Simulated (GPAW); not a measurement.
# Settings that the conductance of a Li chain with one S atom in line needs, part 4 of 4

Wanted: a convergence study of zero-bias transport through a Li chain with one S atom in line, with run times.

GPAW 26.7.0; GPAW LCAO, PAW setups; Landauer transmission from Green's functions with principal layers (ASE), zero bias.

So far, transmission at the Fermi level (one spin): step 2 (the reference run) 0.00882; step 14 (SCF mesh 1×1×2) 0.00882; step 15 (SCF mesh 1×1×6) 0.00882; step 17 (varying the density threshold: conv = 0.1) 0.00883; step 18 (density threshold: conv = 0.01) 0.00883. Also open channels of the lead at the Fermi level (one spin): 1 in steps 2, 13, 14, 17 and 18.

### Step 20. Varying the density threshold: conv = 1e-06

Contents of run.py:

```python
import json
import numpy as np
from ase import Atoms
from ase.transport.calculators import TransportCalculator
from gpaw import GPAW, FermiDirac
from gpaw.lcao.tools import get_lcao_hamiltonian
from scipy.linalg import eigh

# The junction with lead layers at both ends, along the third cell vector
device = Atoms(
    ['Li', 'Li', 'Li', 'Li', 'Li', 'S', 'Li', 'Li', 'Li', 'Li', 'Li'],
    positions=[
        [4.50000, 4.50000, 1.47500],
        [4.50000, 4.50000, 4.42500],
        [4.50000, 4.50000, 7.37500],
        [4.50000, 4.50000, 10.32500],
        [4.50000, 4.50000, 13.27500],
        [4.50000, 4.50000, 15.60600],
        [4.50000, 4.50000, 17.93700],
        [4.50000, 4.50000, 20.88700],
        [4.50000, 4.50000, 23.83700],
        [4.50000, 4.50000, 26.78700],
        [4.50000, 4.50000, 29.73700]],
    cell=[[9.0, 0.0, 0.0], [0.0, 9.0, 0.0], [0.0, 0.0, 31.212]],
    pbc=True)

# One principal layer of the lead: the first 3 atoms of the device
lead = Atoms(
    ['Li', 'Li', 'Li'],
    positions=[
        [4.50000, 4.50000, 1.47500],
        [4.50000, 4.50000, 4.42500],
        [4.50000, 4.50000, 7.37500]],
    cell=[[9.0, 0.0, 0.0], [0.0, 9.0, 0.0], [0.0, 0.0, 8.85]],
    pbc=True)

settings = dict(mode='lcao', basis='szp(dzp)', xc='LDA', h=0.2,
                occupations=FermiDirac(0.1), maxiter=250,
                mixer=dict(beta=0.1, nmaxold=8, weight=100.0),
                convergence=dict(density=1e-06))
energies = np.arange(-2, 2 + 1e-9, 0.05)
eta = 0.0001
n1, n2 = 1, 1
# k and -k transmit alike, so half of the mesh across the current serves
mesh = [(i, j) for i in range(n1) for j in range(n2) if (i, j) <= (-i % n1, -j % n2)]
weights = np.array([1 if (i, j) == (-i % n1, -j % n2) else 2 for i, j in mesh]) / (n1 * n2)

# [... helper functions left out ...]
fermi_lead = ground_state(lead, (1, 1, 13), 'lead.txt')
fermi_device = ground_state(device, (1, 1, 3), 'device.txt')
# [... loop over the mesh left out, but for ...]
        # Shift the lead onto the potential of the device's first layer
        shift = ((H[:, 0, 0] - H0[:, 0, 0]) / S0[0, 0]).real.mean()
# [...]
kT = 8.617333e-5 * 200
bias = [0.1, 0.2, 0.5, 1.0, 1.5, 2.0]
# [... integrals and printing left out ...]
```

The run is started by

```console
> OMP_NUM_THREADS=1 OPENBLAS_NUM_THREADS=1 python run.py
```

The program printed:

```text
basis functions: device 49, principal layer 12
Fermi level: lead -2.8598 eV, device -2.9191 eV; lead shifted by 0.0012 eV
largest coupling past the next layer 5.67e-09 eV, largest misfit of the first layer 0.031 eV
  E-E_F (eV)   T (one spin)  channels
    -2.000    4.8101e-20    0.0000
    -1.950    5.0533e-20    0.0000
    -1.900    5.4334e-20    0.0000
[...]
1.950    4.6646e-03    1.0000
     2.000    4.2054e-03    1.0000
conductance at 200 K: 0.0088158 G0 a cell; thermopower 7.397 uV/K
current from the zero-bias T(E) at 0.1 V: 0.068287 uA
current from the zero-bias T(E) at 0.2 V: 0.13643 uA
current from the zero-bias T(E) at 0.5 V: 0.33542 uA
current from the zero-bias T(E) at 1.0 V: 0.59739 uA
current from the zero-bias T(E) at 1.5 V: 0.72859 uA
current from the zero-bias T(E) at 2.0 V: 0.80993 uA
```

Run time: 26 s. Hardware: 1 thread of Arm Neoverse V1, shared host; peak memory 0.91 GiB.

One spin. Table of transmission, zone mean by energy, zero at the Fermi level:

energy (eV), transmission, zone mean and a bar:
```
    -2.00     0.0000 
    -1.90     0.0000 
    -1.80     0.0000 
    -1.70     0.0000 
    -1.55     0.0000 
    -1.45     0.0000 
    -1.35     0.0000 
    -1.25     0.0000 
    -1.15     0.0000 
    -1.05     0.0000 
    -0.90     0.0000 
    -0.80     0.0000 
    -0.70     0.0005 #
    -0.60     0.0028 ########
    -0.50     0.0054 ###############
    -0.40     0.0078 ######################
    -0.25     0.0105 #############################
    -0.20     0.0106 ##############################
    -0.15     0.0105 ##############################
    -0.05     0.0095 ###########################
     0.00     0.0088 #########################
     0.05     0.0081 #######################
     0.15     0.0069 ###################
     0.25     0.0060 #################
     0.40     0.0051 ##############
     0.50     0.0047 #############
     0.60     0.0045 #############
     0.70     0.0043 ############
     0.80     0.0042 ############
     0.90     0.0042 ############
     1.05     0.0041 ############
     1.15     0.0042 ############
     1.25     0.0043 ############
     1.35     0.0044 #############
     1.45     0.0046 #############
     1.55     0.0049 ##############
     1.70     0.0052 ###############
     1.75     0.0052 ###############
     1.80     0.0052 ###############
     1.90     0.0050 ##############
     2.00     0.0042 ############
```

The conductance equals that of the base run to 0.2 %.

### Step 21. Convergence in the density threshold

The runs and the base run on one axis.

This step: convergence of the conductance (GPAW 26.7.0).

The conductance stays at 0.00882 G₀ for log10 of the density threshold from -6 to -1.

### Step 22. What came out

| Quantity | Value |
| --- | --- |
| conductance at the base settings | 0.00882 G₀ |
| range over the smearing (0.01 to 0.4 eV) | 0.00637 to 0.0102 G₀ |
| range over the broadening (1.0e-6 to 0.05 eV) | 0.00309 to 0.00883 G₀ |
| range over the k-points along the junction cell (1 to 6) | 0.00882 to 0.00888 G₀ |
| range over the density threshold (1.0e-6 to 0.1) | 0.00882 to 0.00882 G₀ |

In words: At the base settings the conductance, averaged at 200 K, is 0.00882 G₀. The smearing of the SCF moves the conductance between 0.00637 and 0.0102 G₀; a narrow width also needs more k-points. In the broadening, 0.001 eV already gives the conductance within 3 % of the finest value tried; currents at finite bias may need more. In the k-points along the junction cell, no value tried moves the conductance by 3 %. In the density threshold, no value tried moves the conductance by 3 %. The thresholds 0.01 and 0.1 ended after the same number of SCF steps: the energy test stopped those runs, so they are one result, not a plateau. Over the ranges tried, the broadening moves it most, counted as a ratio. The geometry was built from estimated bond lengths and not relaxed, so the numbers describe this model structure. An evenly spaced straight chain is an idealisation: free chains tend to dimerise, zigzag or, where a band edge lies near the Fermi level, turn magnetic. The currents use the zero-bias T(E) throughout, which holds only while the bias is small against the distance to the nearest feature.

[Logs are printed without paths, hosts, clocks, repeated set-up lines and the standing remarks that a program may print on its own settings, such as how far it seeks lower states.]

[Hosts, paths, dates, database ids (printed as entryN), source tags and the programs' standing remarks are cut or masked in the printed files.]
